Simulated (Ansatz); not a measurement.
In doubt: one-shot GW on d or f shells is unsure, so the values of those runs are not to be relied on.

Planning a GW calculation on BaNaCeBiO6 (F-43m).

```cif
data_structure
_symmetry_space_group_name_H-M 'P 1'
_symmetry_Int_Tables_number 1
_cell_length_a 6.1462
_cell_length_b 6.1462
_cell_length_c 6.1462
_cell_angle_alpha 60.000
_cell_angle_beta 60.000
_cell_angle_gamma 60.000
_cell_volume 164.18
loop_
_atom_site_label
_atom_site_type_symbol
_atom_site_fract_x
_atom_site_fract_y
_atom_site_fract_z
_atom_site_occupancy
Na1 Na 0.25000 0.25000 0.25000 1
Ba2 Ba 0.75000 0.75000 0.75000 1
Ce3 Ce 0.50000 0.50000 0.50000 1
Bi4 Bi 0.00000 0.00000 0.00000 1
O5 O 0.75482 0.24518 0.24518 1
O6 O 0.24518 0.75482 0.75482 1
O7 O 0.75482 0.75482 0.24518 1
O8 O 0.24518 0.24518 0.75482 1
O9 O 0.24518 0.75482 0.24518 1
O10 O 0.75482 0.24518 0.75482 1
```

The cell and positions are those that the Materials Project relaxed with its own functionals (PBE, PBE+U or r2SCAN), kept fixed. Spin-orbit coupling is left out unless a run names it.

Runs so far (Ansatz 0.2.0, start PBE, PAW set soft_1 files, 4×4×4 mesh). Times are wall times on 1 × NVIDIA H100 80GB HBM3 (shared by 6 runs) with 2 threads of AMD EPYC 7R13 (Zen 3), shared host, good to a factor of about two.

```tsv
bands summed	cutoff (eV)	gap on the mesh (eV)	time
188	54	3.054	10 s
459	108	2.899	16 s
```

**Question.** What should the next rung give, with 941 bands and screening to 180 eV, and where is the limit?

The error falls about as one over the bands when the cutoff rises with them. A line through the two highest rungs given predicts 2.844 eV; the run gave 2.820 eV, close to it. The two highest rungs put the limit near 2.744 eV, the pair below near 2.792 eV; their difference is a rough measure of what is unsettled in bands and cutoff; the mesh is a separate error.

Gaps are over the mesh's points; an edge off the mesh would be missed. Limits: not at the basis limit; f levels unsure; no spin polarisation; f levels unsure; no spin-orbit coupling.

[Paths, hosts, dates, memory and timing lines, banners, echoed tables and standing remarks are left out of the program output.]

[Logs are printed without paths, hosts, clocks, repeated set-up lines and the standing remarks that a program may print on its own settings, such as how far it seeks lower states.]

[Runs of the session that timed out or met a known fault of the program may be left out.]

[Cells called generated may have been cut or substituted from an entry of the Crystallography Open Database or the Materials Project.]

[Hosts, paths, dates, database ids (printed as entryN), source tags and the programs' standing remarks are cut or masked in the printed files.]
